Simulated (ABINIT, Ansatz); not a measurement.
# MgH2 (P4_2/mnm): one start, several treatments of the self-energy

How much does the gap of MgH2 (P4_2/mnm) depend on the approximation to the self-energy?

Main program and level: ABINIT 10.8.3; PBE and many-body steps on it, plane waves.

**The experiments to reproduce.**

- Gap 5.6 ± 0.1 eV: optical band gap from transmission onset (total and diffuse); optical transmission and ellipsometry; 300 K; film (polycrystalline Pd-capped film on quartz, hydrogenated at 100 bar and 100 C, measured in 1 bar H2) (“Optical properties of MgH2 measured in situ in a novel gas cell for ellipsometry/spectrophotometry”, 2003, arxiv:cond-mat/0305418).

Most raw output is cut from this account.

## Step 1: The starting structure

Symmetry: P4_2/mnm, No. 136, tetragonal system. Conventional cell: a = 4.517 Å, b = 4.517 Å, c = 3.020 Å, α = 90.00°, β = 90.00°, γ = 90.00°. Mg has 6 H at 1.95 Å nearest. Nearest to H lie 3 Mg at 1.95 Å. Farther neighbours are not listed.

The cell and positions come from the Crystallography Open Database and are kept as given unless a step says otherwise.

## Step 2: Empty states on the mesh, 4×4×4 mesh, 415 bands

This step: ABINIT 10.8.3; DFT, PBE, plane waves, norm-conserving pseudopotentials.

The sums over transitions need many empty states on a uniform mesh; this step solves for them.

File run.abi:

```
acell 3*1.0 Angstrom
rprim 
  4.516800000000 0.000000000000 0.000000000000
  0.000000000000 4.516800000000 0.000000000000
  0.000000000000 0.000000000000 3.020500000000
ntypat 2
znucl 12 1
natom 6
typat 1 1 2 2 2 2
xred 
  0.000000000000 0.000000000000 0.000000000000
  0.500000000000 0.500000000000 0.500000000000
  0.306000000000 0.306000000000 0.000000000000
  0.194000000000 0.806000000000 0.500000000000
  0.694000000000 0.694000000000 0.000000000000
  0.806000000000 0.194000000000 0.500000000000
pp_dirpath "pseudos"
pseudos "Mg.upf, H.upf"
ecut 38
ngkpt 4 4 4
nshiftk 1
shiftk 0 0 0
kptopt 1
chksymbreak 0
irdden 1
istwfk *1
nband 415
prtvol 0
optdriver 6
gwr_task "HDIAGO"
paral_kgb 0
occopt 1
indata_prefix "in"
outdata_prefix "out"
tmpdata_prefix "tmp"
```

Command:

```bash
> OMP_NUM_THREADS=1 mpirun -n 4 abinit run.abi > log
```

Wall time 6 min (4 MPI ranks of Arm Neoverse V1, shared host); peak memory 4.9 GiB; 24 min of CPU time.

Numbers from this step:

| Property | Result |
| --- | --- |
| gap | 3.895 eV |
| k of the valence top | 0.25, 0, 0 |
| k of the conduction bottom | 0.5, 0.5, 0.5 |
| least direct gap | 4.666 eV |
| k points computed | 18 |
| lowest point of the top converged band, above the valence top | 191.7578 eV |

On this mesh the gap is 3.895 eV.

The density comes from a self-consistent run that is not shown.

## Step 3: Screening, 4×4×4 mesh, 173 bands, screening to 176.9 eV

The RPA dielectric matrix is built and inverted for each q.

This step: RPA screening on PBE, plane waves, norm-conserving pseudopotentials.

run.abi, as its differences from that of step 2:

```diff
@@ -24,10 +24,11 @@
 chksymbreak 0
-irdden 1
 istwfk *1
-nband 415
-prtvol 0
-optdriver 6
-gwr_task "HDIAGO"
-paral_kgb 0
 occopt 1
+irdwfk 1
+optdriver 3
+nband 173
+ecuteps 6.5
+inclvkb 2
+awtr 1
+symchi 1
 indata_prefix "in"
```

It took 3.9 min on 4 MPI ranks; peak memory 2.4 GiB.

Numbers from this step:

```yaml
eps_infinity_with_local_fields_on_this_mesh_along_the_program_s_q_direction: 3.662
the_same_without_local_fields: 4.060
plasma_frequency: 23.17 eV
plane_waves_in_the_screening_matrix: 315
```

Local fields lower ε∞ by 10 %. On a Γ-centred mesh this coarse the value itself is usually too large, while a short band sum pulls it down.

## Step 4: G0W0, Godby-Needs plasmon pole

The self-energy is evaluated for the states that the input lists, and the levels follow from it, in one-shot runs by the linearised quasiparticle equation.

This step: G0W0 on PBE, plane waves, norm-conserving pseudopotentials.

run.abi, as its differences from that of step 3:

```diff
@@ -27,8 +27,21 @@
 irdwfk 1
-optdriver 3
+optdriver 4
 nband 173
+gwcalctyp 0
+ecutsigx 38
+symsigma 1
+nkptgw 4
+kptgw 
+  0.2500000000 0.0000000000 0.0000000000
+  0.5000000000 0.5000000000 0.5000000000
+  0.2500000000 0.2500000000 0.5000000000
+  0.0000000000 0.0000000000 0.0000000000
+bdgw 
+  11 14
+  11 14
+  11 14
+  10 14
 ecuteps 6.5
-inclvkb 2
-awtr 1
-symchi 1
+irdscr 1
+ppmodel 1
 indata_prefix "in"
```

The job ended after 93 s (4 MPI ranks; peak memory 2.5 GiB; 6.2 min of CPU time).

Numbers from this step:

| Quantity | Value |
| --- | --- |
| G0W0 gap on the mesh | 5.936 eV |
| starting gap on the mesh | 3.895 eV |
| k of the valence top | 0.25, 0, 0 |
| k of the conduction bottom | 0.5, 0.5, 0.5 |
| Z at the valence top | 0.781 |
| Z at the conduction bottom | 0.821 |
| least direct G0W0 gap on the computed points | 6.748 eV |

The gap on the mesh goes from 3.90 eV to 5.94 eV, a correction of +2.04 eV.

## Step 5: G0W0, Engel-Farid plasmon pole

run.abi, as its differences from that of step 4:

```diff
@@ -45,3 +45,3 @@
 irdscr 1
-ppmodel 1
+ppmodel 4
 indata_prefix "in"
```

Run time: 31 s. Hardware: 4 MPI ranks; peak memory 2.3 GiB; 2.1 min of CPU time.

This step gave:

| Property | Result |
| --- | --- |
| G0W0 gap on the mesh | 5.954 eV |
| starting gap on the mesh | 3.895 eV |
| k of the valence top | 0.25, 0, 0 |
| k of the conduction bottom | 0.5, 0.5, 0.5 |
| Z at the valence top | 0.799 |
| Z at the conduction bottom | 0.836 |
| least direct G0W0 gap on the computed points | 6.778 eV |

Against G0W0 in ABINIT (4×4×4 mesh, 173 bands, screening to 176.9 eV, Godby-Needs plasmon pole), the gap moves by +0.018 eV.

## Step 6: G0W0, von der Linden-Horsch plasmon pole

run.abi, as its differences from that of step 5:

```diff
@@ -45,3 +45,3 @@
 irdscr 1
-ppmodel 4
+ppmodel 3
 indata_prefix "in"
```

Run time: 31 s. Hardware: 4 MPI ranks; peak memory 2.3 GiB; 2.1 min of CPU time.

This step gave:

* G0W0 gap on the mesh: 6.084 eV
* starting gap on the mesh: 3.895 eV
* k of the valence top: 0.25, 0, 0
* k of the conduction bottom: 0.5, 0.5, 0.5
* least direct G0W0 gap on the computed points: 6.912 eV

Against G0W0 in ABINIT (4×4×4 mesh, 173 bands, screening to 176.9 eV, Godby-Needs plasmon pole), the gap moves by +0.148 eV.

## Step 7: One-shot Hartree-Fock

This step: one-shot Hartree-Fock on PBE, plane waves, norm-conserving pseudopotentials.

run.abi, as its differences from that of step 6:

```diff
@@ -28,4 +28,4 @@
 optdriver 4
-nband 173
-gwcalctyp 0
+nband 16
+gwcalctyp 5
 ecutsigx 38
@@ -43,5 +43,4 @@
   10 14
-ecuteps 6.5
-irdscr 1
-ppmodel 3
+ixc_sigma 40
+fftgw 31
 indata_prefix "in"
```

The job ended after 3.1 s (4 MPI ranks; peak memory 0.33 GiB; 12 s of CPU time).

Numbers from this step:

```
quasiparticle gap on the mesh                         : 11.58 eV
starting gap on the mesh                              : 3.895 eV
k of the valence top                                  : 0.25, 0, 0
k of the conduction bottom                            : 0.5, 0.5, 0.5
least direct quasiparticle gap on the computed points : 12.40 eV
```

Against G0W0 in ABINIT (4×4×4 mesh, 173 bands, screening to 176.9 eV, Godby-Needs plasmon pole), the gap moves by +5.647 eV.

## Step 8: Screening, 4×4×4 mesh, 173 bands, screening to 176.9 eV

This step: RPA screening on PBE, plane waves, norm-conserving pseudopotentials.

run.abi, as its differences from that of step 7:

```diff
@@ -27,20 +27,13 @@
 irdwfk 1
-optdriver 4
-nband 16
-gwcalctyp 5
-ecutsigx 38
-symsigma 1
-nkptgw 4
-kptgw 
-  0.2500000000 0.0000000000 0.0000000000
-  0.5000000000 0.5000000000 0.5000000000
-  0.2500000000 0.2500000000 0.5000000000
-  0.0000000000 0.0000000000 0.0000000000
-bdgw 
-  11 14
-  11 14
-  11 14
-  10 14
-ixc_sigma 40
-fftgw 31
+optdriver 3
+nband 173
+ecuteps 6.5
+inclvkb 2
+awtr 1
+symchi 1
+gwcalctyp 2
+nfreqre 16
+freqremax 40 eV
+nfreqim 8
+spmeth 0
 indata_prefix "in"
```

The job ended after 27 min (4 MPI ranks; peak memory 2.5 GiB).

Numbers from this step:

```
ε∞ with local fields, on this mesh, along the program's q direction : 3.662
the same without local fields                                       : 4.060
plasma frequency                                                    : 23.17 eV
plane waves in the screening matrix                                 : 315
```

## Step 9: G0W0, contour deformation

This step: G0W0 on PBE, plane waves, norm-conserving pseudopotentials.

run.abi, as its differences from that of step 8:

```diff
@@ -27,13 +27,20 @@
 irdwfk 1
-optdriver 3
+optdriver 4
 nband 173
+gwcalctyp 2
+ecutsigx 38
+symsigma 1
+nkptgw 4
+kptgw 
+  0.2500000000 0.0000000000 0.0000000000
+  0.5000000000 0.5000000000 0.5000000000
+  0.2500000000 0.2500000000 0.5000000000
+  0.0000000000 0.0000000000 0.0000000000
+bdgw 
+  11 14
+  11 14
+  11 14
+  10 14
 ecuteps 6.5
-inclvkb 2
-awtr 1
-symchi 1
-gwcalctyp 2
-nfreqre 16
-freqremax 40 eV
-nfreqim 8
-spmeth 0
+irdscr 1
 indata_prefix "in"
```

Wall time 52 s (4 MPI ranks); peak memory 3.3 GiB.

Numbers from this step:

```
G0W0 gap on the mesh                         : 5.915 eV
starting gap on the mesh                     : 3.895 eV
k of the valence top                         : 0.25, 0, 0
k of the conduction bottom                   : 0.5, 0.5, 0.5
least direct G0W0 gap on the computed points : 6.724 eV
```

Against G0W0 in ABINIT (4×4×4 mesh, 173 bands, screening to 176.9 eV, Godby-Needs plasmon pole), the gap moves by −0.021 eV.

## Step 10: Side by side

Times are wall times on 4 MPI ranks of Arm Neoverse V1, shared host, good to a factor of about two. A run's time includes the screening step that it read.

```
                                     run   mesh  bands  screening cutoff (eV)  DFT gap (eV)  gap on the mesh (eV)  direct (eV)  ε∞ used     time
          G0W0, Godby-Needs plasmon pole  4×4×4    173                  176.9         3.895                 5.936        6.748     3.66  5.4 min
          G0W0, Engel-Farid plasmon pole  4×4×4    173                  176.9         3.895                 5.954        6.778     3.66  4.4 min
G0W0, von der Linden-Horsch plasmon pole  4×4×4    173                  176.9         3.895                 6.084        6.912     3.66  4.4 min
                   one-shot Hartree-Fock  4×4×4      -                      -         3.895                11.583       12.398        -    3.1 s
               G0W0, contour deformation  4×4×4    173                  176.9         3.895                 5.915        6.724     3.66   28 min
```

## Step 11: Outcome

```
G0W0, Godby-Needs plasmon pole           : 5.936 eV
G0W0, Engel-Farid plasmon pole           : 5.954 eV
G0W0, von der Linden-Horsch plasmon pole : 6.084 eV
one-shot Hartree-Fock                    : 11.583 eV
G0W0, contour deformation                : 5.915 eV
known limits                             : not at the basis limit; coarse k mesh
```

G0W0, Engel-Farid plasmon pole: +0.018 eV against G0W0, Godby-Needs plasmon pole. G0W0, von der Linden-Horsch plasmon pole: +0.148 eV against G0W0, Godby-Needs plasmon pole. One-shot Hartree-Fock: +5.647 eV against G0W0, Godby-Needs plasmon pole. G0W0, contour deformation: −0.021 eV against G0W0, Godby-Needs plasmon pole. Bare exchange alone opens the gap to 11.58 eV; against G0W0, correlation takes back 5.65 eV. Against experiment, by G0W0, Godby-Needs plasmon pole: the gap of 5.94 eV lies +0.34 eV from the measured 5.6 ± 0.1 eV (optical, 300 K, 2003). An exciton line or allowed optical edge lies below the quasiparticle gap by the binding energy; a forbidden edge can push the onset above it. These are gaps on the mesh, at modest bands and cutoff. The calculation has static nuclei and no excitons; a measured gap holds zero-point and thermal motion, which mostly lowers it. Bands and cutoff are finite, so the gap is not at the basis limit. The miss can reach some tenths of an eV and take either sign; the mesh is an error of its own. A denser mesh or path gives a starting gap of 3.76 eV: the GW mesh misses a band edge, so its gaps are not the fundamental one. The 4×4×4 mesh is coarse for this cell, which bears on the long-range parts of exchange and screening.

[Paths, hosts, dates, memory and timing lines, banners, echoed tables and standing remarks are left out of the program output.]

[Logs are printed without paths, hosts, clocks, repeated set-up lines and the standing remarks that a program may print on its own settings, such as how far it seeks lower states.]

[Runs of the session that timed out or met a known fault of the program may be left out.]

[Hosts, paths, dates, database ids (printed as entryN), source tags and the programs' standing remarks are cut or masked in the printed files.]

[G0W0 gaps are taken among the corrected bands and points alone; a level outside them can change the order at an edge.]

[Where Ansatz stands beside ABINIT at settings called matched, ABINIT's density can come from a denser mesh and the files from another edition; pairs whose starting gaps differed by over 0.03 eV were left out, so agreement reads better than it is.]
